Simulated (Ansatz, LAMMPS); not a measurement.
## Molecular dynamics of amorphous Si (127 atoms)

Aim: follow amorphous Si (127 atoms) for a short time with forces from DFT, then look at structure and electrons in the last frame.

Main program and level: Ansatz 0.2.0; Kohn-Sham DFT, PBE, PAW (set soft_2), plane waves.

Measured values to set the calculation against. Si-Si coordination number quoted from the high-resolution X-ray diffraction study of Laaziri et al (as quoted in “Relationship between diffraction peak, network topology, and amorphous-forming ability in silicon and silica”, 2021, PMC8590056): number of Si about Si 3.9.

## (1) The starting structure

The cell holds 127 atoms: 127 Si. Cell: a = 13.787 Å, b = 13.787 Å, c = 13.787 Å, α = 90.0°, β = 90.0°, γ = 90.0°. 127 atoms (127 Si) placed at random at 2.26 g/cm³, melted at 2500 K for 20 ps at fixed volume with the modified Tersoff potential (Kumagai, Izumi, Hara and Sakai, Comput. Mater. Sci. 39, 457 (2007)). Quenched from 2500 K to 300 K at 10 K/ps and fixed volume, held 5 ps.

What the set-up can't give: The quench rate of 10 K/ps far exceeds what a furnace or splat quench reaches, so expect more defects and frozen-in strain than in a real sample. The network of bonds at the start is that of the classical potential that made the cell. Only the Γ point is sampled, in a cell whose shortest periodic width is 14 Å.

## (2) Single point at the start

The forces at the start show how far the geometry lies from a minimum of this functional.

File input.yaml:

```yaml
crystal:
  lattice:
    - [13.7871, 0.0, 0.0]
    - [0.0, 13.7871, 0.0]
    - [0.0, 0.0, 13.7871]
  atoms:
    - { symbol: Si, position: [0.315, 0.03086, 0.42704] }
    - { symbol: Si, position: [0.13345, 0.41207, 0.73895] }
    - { symbol: Si, position: [0.61827, 0.65031, 0.69708] }
    - { symbol: Si, position: [0.39799, 0.34713, 0.12447] }
    [... 117 atom lines left out ...]
    - { symbol: Si, position: [0.35316, 0.6085, 0.34707] }
    - { symbol: Si, position: [0.87388, 0.38175, 0.69516] }
    - { symbol: Si, position: [0.84879, 0.58751, 0.82397] }
    - { symbol: Si, position: [0.04089, 0.12419, 0.9396] }
    - { symbol: Si, position: [0.48856, 0.50239, 0.32829] }
    - { symbol: Si, position: [0.24106, 0.52323, 0.64683] }
kpoints:
  mp_grid: { grid: [1, 1, 1] }
hamiltonian:
  xc: pbe
scf:
  occupations: { method: fermi_dirac, width: 0.025 }
output:
  forces: true
  stress: true
```

Launch:

```
$ ansatz run input.yaml --threads 4 --pin off --max-ram 8192MiB --backend cpu --events-out ev --progress --plain --runs-dir out
```

Elapsed: 21 s, on 4 threads of Arm Neoverse V2, shared host; peak memory 2.8 GiB.

Read from the output:

```
free energy            : -80716.1484 eV
free energy per atom   : -635.5602 eV/atom
SCF cycles             : 9
pressure               : -0.6 GPa
r.m.s. force component : 0.5062 eV/Å
longest force          : 1.926 eV/Å
Fermi energy           : 6.181 eV
```

The r.m.s. force component of 0.51 eV/Å and the pressure of -0.60 GPa set the starting point.

Neighbours are counted within 2.88 Å (Si-Si).

Length of the force by element and coordination:

```
element  coordination  atoms  mean length of the force (eV/Å)  spread   least  most
     Si           all    127                            0.806   0.344  0.0964  1.93
     Si             4    121                            0.801   0.339  0.0964  1.93
     Si             5      6                            0.913   0.431   0.167  1.47
```

## (3) Dynamics started at 600 K

Without a thermostat the total energy must stay constant, which tests forces and time step. The time step is 2.0 fs.

Edit input.yaml of step 2 so:

```diff
@@ -16 +16,8 @@
   stress: true
+md:
+  timestep: 2.0
+  n_steps: 88
+  ensemble: nve
+  temperature: 600
+  initial_velocities: maxwell_boltzmann
+  seed: 2431
```

Wall time 23 min (4 threads); peak memory 3.1 GiB.

The program notes that the SCF threshold is loose for the stress and it switched symmetry off.

The trajectory, sampled:

| time (fs) | T (K) | potential (meV/atom) | conserved (meV/atom) |
| --- | --- | --- | --- |
| 0.0 | 600 | 0.0 | 0.00 |
| 12.0 | 491 | 14.0 | 0.09 |
| 24.0 | 399 | 25.9 | 0.13 |
| 36.0 | 482 | 15.2 | 0.06 |
| 46.0 | 493 | 13.8 | 0.04 |
| 58.0 | 402 | 25.5 | 0.12 |
| 70.0 | 433 | 21.5 | 0.09 |
| 82.0 | 479 | 15.6 | 0.07 |
| 94.0 | 468 | 17.0 | 0.10 |
| 106.0 | 491 | 14.0 | 0.08 |
| 118.0 | 500 | 12.9 | 0.07 |
| 130.0 | 461 | 18.0 | 0.10 |
| 140.0 | 474 | 16.2 | 0.08 |
| 152.0 | 482 | 15.2 | 0.07 |
| 164.0 | 443 | 20.2 | 0.09 |
| 176.0 | 451 | 19.2 | 0.10 |

Mean square displacement from the first frame to the last: Si 0.12 Å².

The mean square displacement, Si by time lag:

```csv
time lag (fs),"mean square displacement, Si (Å²)"
2.0,1.7e-4
4.0,6.6e-4
8.0,0.00259
12.0,0.00568
18.0,0.0121
22.0,0.0173
26.0,0.0229
30.0,0.0287
34.0,0.0346
36.0,0.0375
40.0,0.0430
48.0,0.0530
52.0,0.0575
54.0,0.0596
58.0,0.0635
62.0,0.0672
66.0,0.0708
70.0,0.0744
76.0,0.0800
80.0,0.0839
84.0,0.0880
88.0,0.0923
```

Over the second half of 176 fs the temperature averages 472 K with swings of 19 K r.m.s. The conserved energy stays within 0.14 meV/atom. The atoms reach a mean square displacement of 0.12 Å² at the end; the farthest move is 1.11 Å. The mean temperature of 472 K lies well off the 600 K of the input: without a thermostat, part of the starting kinetic energy flows into potential energy (about half from a start near a minimum). The count of bonds goes from 257 in the first frame to 255 in the last, by one set of cutoffs: 3 pairs passed out of them and 1 came within. The run spans 0.18 ps, too short for its means to be equilibrium values.

## (4) Distances and neighbours late in the run

The g(r) is a mean over the second half; what follows it is taken at the last frame.

Bonds before and after, by the cutoffs listed below:

| pair | bonds before | bonds after | mean before (Å) | mean after (Å) | spread before (Å) | spread after (Å) |
| --- | --- | --- | --- | --- | --- | --- |
| Si-Si | 257 | 255 | 2.397 | 2.400 | 0.083 | 0.099 |

Density 2.26 g/cm³, 20.64 Å³ an atom.

Mean of 16 frames. Pair distribution function in bins of 0.1 Å:

```
r (Å)  total
 2.05   0.00
 2.15   0.05
 2.25   1.60
 2.35   4.95
 2.45   3.48
 2.55   1.03
 2.65   0.29
 2.75   0.09
 2.85   0.04
 2.95   0.03
 3.05   0.06
 3.15   0.13
 3.25   0.30
 3.35   0.63
 3.45   0.96
 3.55   1.25
 3.65   1.42
 3.75   1.69
 3.85   1.79
 3.95   1.93
 4.05   1.82
 4.15   1.51
 4.25   1.25
 4.35   1.15
 4.45   0.91
 4.55   0.84
 4.65   0.81
 4.75   0.72
 4.85   0.73
 4.95   0.79
 5.05   0.68
 5.15   0.75
 5.25   0.71
 5.35   0.86
 5.45   0.92
 5.55   1.05
 5.65   1.12
 5.75   1.12
 5.85   1.06
 5.95   1.13
 6.05   1.07
 6.15   1.01
 6.25   0.99
 6.35   0.93
```

Bonds by pair of elements; cutoffs follow the first minimum of g(r), held within bounds set by covalent radii, and pairs that aren't listed don't count as bonded:

```
pair A-B  cutoff (Å)  bonds  mean length (Å)  spread (Å)  shortest (Å)  B about A  A about B
   Si-Si        2.93    255              2.4       0.099          2.18       4.02       4.02
```

How many atoms have how many bonded neighbours:

| element | mean | 3 | 4 | 5 |
| --- | --- | --- | --- | --- |
| Si | 4.02 | 1 | 123 | 3 |

Bond angles, per cent of each kind in bins of 5°:

```csv
angle (°),Si-Si-Si
50–55,0.1
55–60,0.0
60–65,0.3
65–70,0.0
70–75,0.1
75–80,0.1
80–85,1.7
85–90,4.0
90–95,7.0
95–100,11.7
100–105,15.4
105–110,14.8
110–115,13.5
115–120,12.2
120–125,8.7
125–130,5.2
130–135,2.3
135–140,1.7
140–145,0.4
145–150,0.4
150–155,0.1
155–160,0.0
160–165,0.1
165–170,0.1
```

Bond angles (no mean is given where the spread exceeds 20°):

```
   angle  count  mean (°)  spread (°)
Si-Si-Si    771       109        13.2
```

Bond length by coordination (bonds to H left out):

```csv
element,coordination,atoms,mean bond length (Å)
Si,3,1,2.38
Si,4,123,2.40
Si,5,3,2.54
```

Rings of the network by King's shortest-path rule, up to 12 atoms, one path for each pair of neighbours; H, halogens, alkali and alkaline-earth atoms are left out, and the last column divides by all other atoms, bonded or not:

```
ring size (atoms)  rings  per network atom
                3      1             0.008
                4      3             0.024
                5     56             0.441
                6    102             0.803
                7     67             0.528
                8      3             0.024
```

The first peak of g(r) lies near 2.4 Å. Counting bonds as in the table, 97 % of Si atoms have 4 bonded neighbours. The Si-Si-Si angle averages 109° with a spread of 13°. Bonds at Si atoms with 4 neighbours average 2.40 Å, against 2.54 Å at those with 5. Rings of 6 atoms are the most common (44 % of those counted); sizes run from 3 to 8.

## (5) Single point at the last frame

The last frame is solved again with fuller output, to read the electronic structure of a thermally displaced geometry.

File input.yaml:

```yaml
crystal:
  lattice:
    - [13.7871, 0.0, 0.0]
    - [0.0, 13.7871, 0.0]
    - [0.0, 0.0, 13.7871]
  atoms:
    - { symbol: Si, position: [0.32426, 0.03758, 0.38372] }
    - { symbol: Si, position: [0.13492, 0.414, 0.74644] }
    - { symbol: Si, position: [0.62117, 0.6582, 0.70603] }
    - { symbol: Si, position: [0.38987, 0.357, 0.12911] }
    [... 117 atom lines left out ...]
    - { symbol: Si, position: [0.35796, 0.59513, 0.3594] }
    - { symbol: Si, position: [0.87989, 0.37085, 0.70633] }
    - { symbol: Si, position: [0.82743, 0.59971, 0.78102] }
    - { symbol: Si, position: [0.05145, 0.14094, 0.95155] }
    - { symbol: Si, position: [0.48142, 0.47589, 0.35358] }
    - { symbol: Si, position: [0.24031, 0.53643, 0.64074] }
kpoints:
  mp_grid: { grid: [1, 1, 1] }
hamiltonian:
  xc: pbe
scf:
  occupations: { method: fermi_dirac, width: 0.025 }
output:
  forces: true
  stress: true
  populations: true
  dos:
    method: { smearing: { sigma: 0.15 } }
    de: 0.1
    projected: { site_lists: { Si: [Si] } }
  eigenvalues: true
  write_density: true
  write_potential: true
  volumetric_format: npy
  elf: true
```

Wall time 47 s (4 threads); peak memory 2.9 GiB; 3 min of CPU time.

Numbers from this run:

```yaml
free_energy: -80713.7053 eV
free_energy_per_atom: -635.5410 eV/atom
scf_cycles: 9
pressure: -0.6821 GPa
r_m_s_force_component: 0.6608 eV/Å
longest_force: 2.188 eV/Å
fermi_energy: 6.219 eV
spacing_of_highest_filled_and_lowest_empty_level: 0.1724 eV
levels_partly_filled_by_over_2_per_cent: 2
spilling_of_the_projection: 0.01118
```

Neighbours are counted within 2.93 Å (Si-Si), the cutoffs taken from the dynamics.

Length of the force by element and coordination:

```
element  coordination  atoms  mean length of the force (eV/Å)  spread   least   most
     Si           all    127                             1.06   0.425  0.0293   2.19
     Si             3      1                            0.980       0   0.980  0.980
     Si             4    123                             1.06   0.416  0.0293   2.03
     Si             5      3                             1.23   0.722   0.445   2.19
```

The mean of these charges, 0.045 e, is only the charge that the projection spills.

Löwdin charges by element and coordination (they lack the spilled electrons, 0.045 e an atom on average):

| element | coordination | atoms | mean charge (e) | spread | least | most |
| --- | --- | --- | --- | --- | --- | --- |
| Si | all | 127 | 0.0447 | 0.0235 | -0.0503 | 0.107 |
| Si | 3 | 1 | -0.0503 | 0 | -0.0503 | -0.0503 |
| Si | 4 | 123 | 0.0458 | 0.022 | -0.0072 | 0.107 |
| Si | 5 | 3 | 0.0327 | 0.0215 | 0.0142 | 0.0628 |

Density of states as counts of states in windows of 0.5 eV (from the Fermi level), total and the larger projections:

```csv
from (eV),to (eV),total,Si p,Si s
-10,-9.5,16.4,5.3,11.1
-9.5,-9,25.7,8.7,16.9
-9,-8.5,17.7,6.6,11.0
-8.5,-8,17.1,7.0,10.0
-8,-7.5,15.5,7.0,8.4
-7.5,-7,13.3,6.4,6.8
-7,-6.5,17.1,8.4,8.6
-6.5,-6,17.3,9.5,7.7
-6,-5.5,20.1,12.2,7.7
-5.5,-5,17.2,11.5,5.5
-5,-4.5,19.2,14.8,4.3
-4.5,-4,26.9,23.3,3.3
-4,-3.5,31.7,28.4,3.0
-3.5,-3,33.7,30.5,2.9
-3,-2.5,36.0,32.8,2.7
-2.5,-2,37.6,34.6,2.5
-2,-1.5,37.1,34.2,2.3
-1.5,-1,27.6,25.4,1.7
-1,-0.5,19.8,18.0,1.3
-0.5,0,6.2,5.3,0.6
0,0.5,11.3,7.7,2.8
0.5,1,24.0,15.3,6.3
1,1.5,31.6,19.9,7.9
1.5,2,36.6,23.8,7.6
2,2.5,39.4,25.6,7.3
2.5,3,40.3,25.9,6.4
```

Between -13 and -10 eV lie 55 more states.

The levels nearest the highest filled one (over half full), pooled over k-points and spins:

```
level less the highest filled one (eV)  occupation
                                -0.526           2
                                -0.487           2
                                -0.439           2
                                -0.415           2
                                -0.338           2
                                     0        1.94
                                 0.172       0.062
                                 0.312           0
                                 0.430           0
                                 0.462           0
                                 0.481           0
                                 0.587           0
```

Löwdin charges run from -0.05 to +0.11 e, about a mean that is the spilled charge alone. Within 0.4 eV of the Fermi level the largest share is Si p (78 % of the projected weight).

## (6) Outcome

| Item | Value |
| --- | --- |
| mean temperature, second half | 472.3 K |
| temperature swing, second half | 18.87 K |
| mean pressure, second half | -0.4979 GPa |
| slope of the conserved energy against time, by least squares | 0.0692 meV/atom/ps |
| free energy per atom | -635.5410 eV/atom |
| pressure | -0.6821 GPa |
| r.m.s. force component | 0.6608 eV/Å |
| spacing of highest filled and lowest empty level | 0.1724 eV |
| wall time of the 3 DFT runs | 24 min |

In words: Over the second half of 176 fs the temperature averages 472 K with swings of 19 K r.m.s. The conserved energy stays within 0.14 meV/atom. The mean temperature of 472 K lies well off the 600 K of the input: without a thermostat, part of the starting kinetic energy flows into potential energy (about half from a start near a minimum). The count of bonds goes from 257 in the first frame to 255 in the last, by one set of cutoffs: 3 pairs passed out of them and 1 came within. The run spans 0.18 ps, too short for its means to be equilibrium values. Counting bonds as in the table, 97 % of Si atoms have 4 bonded neighbours. The highest filled and lowest empty levels lie 0.172 eV apart (at Γ alone), but 2 levels are partly filled, by over 2 %, under the smearing.

Caveats: The network of bonds at the start is that of the classical potential that made the cell; in DFT 3 of its 257 bonded pairs passed out of the cutoffs and 1 came within them. The pressure of a single frame lacks the kinetic term, about 0.32 GPa here.

Calculation beside experiment:

| quantity | measured | this cell | difference | method of the measurement |
| --- | --- | --- | --- | --- |
| number of Si about Si | 3.9 | 4.02 | +3.0 % | X-ray diffraction |

The cell differs from the measured neighbour counts by up to 3.0 %. The network comes from the model that made the cell; in DFT 3 of its 257 bonded pairs passed out of the cutoffs and 1 came within them. Our coordination numbers hang on a cutoff, and experiments count neighbours in their own ways.

[Logs are printed without paths, hosts, clocks, repeated set-up lines and the standing remarks that a program may print on its own settings, such as how far it seeks lower states.]

[Hosts, paths, dates, database ids (printed as entryN), source tags and the programs' standing remarks are cut or masked in the printed files.]
